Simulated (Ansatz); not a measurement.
## P on Al(111): change of the work function: cost of one run

Ansatz 0.2.0; plane-wave DFT, PBE, Ansatz PAW. The cell holds 37 atoms.

Contents of input.yaml:

```yaml
crystal:
  lattice:
    - [8.5913473915, 0.0, 0.0]
    - [4.2956736957, 7.4403250937, 0.0]
    - [0.0, 0.0, 26.6252150052]
  atoms:
    - { symbol: Al, position: [0.0, 0.0, 0.3380254394] }
    - { symbol: Al, position: [0.1111111111, 0.1111111111, 0.4258470246] }
    - { symbol: Al, position: [0.2222222222, 0.2222222222, 0.5116938848] }
[... 28 atom lines left out ...]
    - { symbol: Al, position: [0.6666666667, 0.3333333333, 0.5993383424] }
    - { symbol: Al, position: [0.6666666667, 0.6666666667, 0.3380254394] }
    - { symbol: Al, position: [0.7777777778, 0.7777777778, 0.4258470246] }
    - { symbol: Al, position: [0.8888888889, 0.8888888889, 0.5116938848] }
    - { symbol: Al, position: [0.6666666667, 0.6666666667, 0.5993383424] }
    - { symbol: P, position: [0.1111111111, 0.1111111111, 0.6619745606] }
kpoints:
  mp_grid: { grid: [4, 4, 1] }
hamiltonian:
  xc: pbe
scf:
  occupations: { method: fermi_dirac, width: 0.1 }
  convergence: { dr2_threshold: 1.0e-08 }
efield:
  axis: 3
  dipole_correction: true
  ramp_position: 0.97
  ramp_width: 0.06
relax:
  f_tol: 0.02
  max_steps: 60
  constraints:
    - { sites: [0, 1, 4, 5, 8, 9, 12, 13, 16, 17, 20, 21, 24, 25, 28, 29, 32, 33] }
output:
  write_potential: true
  write_density: true
  volumetric_format: npy
```

Command:

```bash
> ansatz run input.yaml --threads 2 --pin off --max-ram 4096MiB --backend cpu --events-out ev --progress --plain --runs-dir out
```

The cutoff in use is 420 eV. For reference, a run of the same kind (4 atoms, 19 k-points, 10 bands and 3,467 plane waves; 19 SCF cycles) took 6.1 s and 0.35 GiB on the same hardware.

Q: Estimate wall time and peak memory on 2 threads of Arm Neoverse V1, shared host.

A cutoff of 420 eV is a sphere of radius 10.5 Å⁻¹, so a cell of 1702 Å³ holds about V·G³/6π² = 33,262 plane waves. At two electrons a band, the 113 electrons need 57 bands, and 37 more are carried. Symmetry cuts the 4×4×1 mesh from 16 to 4 points. The run has 4 k-points, 94 bands and 33,275 plane waves. Taking the work of a cycle as k-points × spins × bands × plane waves, that is 19 times the reference, or 1.9 min at the reference's 19 cycles. The run needed 29 SCF cycles over 4 ionic steps, which makes it about 3 min. One copy of the wavefunctions takes 0.19 GiB at 16 bytes a coefficient, against 0.0098 GiB in the reference; grids, projectors and work arrays come on top. Measured: about 2.2 min, with a peak of 2 GiB. The run was quicker than this simple count says.

[Logs are printed without paths, hosts, clocks, repeated set-up lines and the standing remarks that a program may print on its own settings, such as how far it seeks lower states.]

[Hosts, paths, dates, database ids (printed as entryN), source tags and the programs' standing remarks are cut or masked in the printed files.]

[Maps of the electrostatic potential energy from Ansatz leave out the sawtooth potential of an applied field or a dipole correction, so their vacuum need not be flat; planar profiles and work functions include it.]
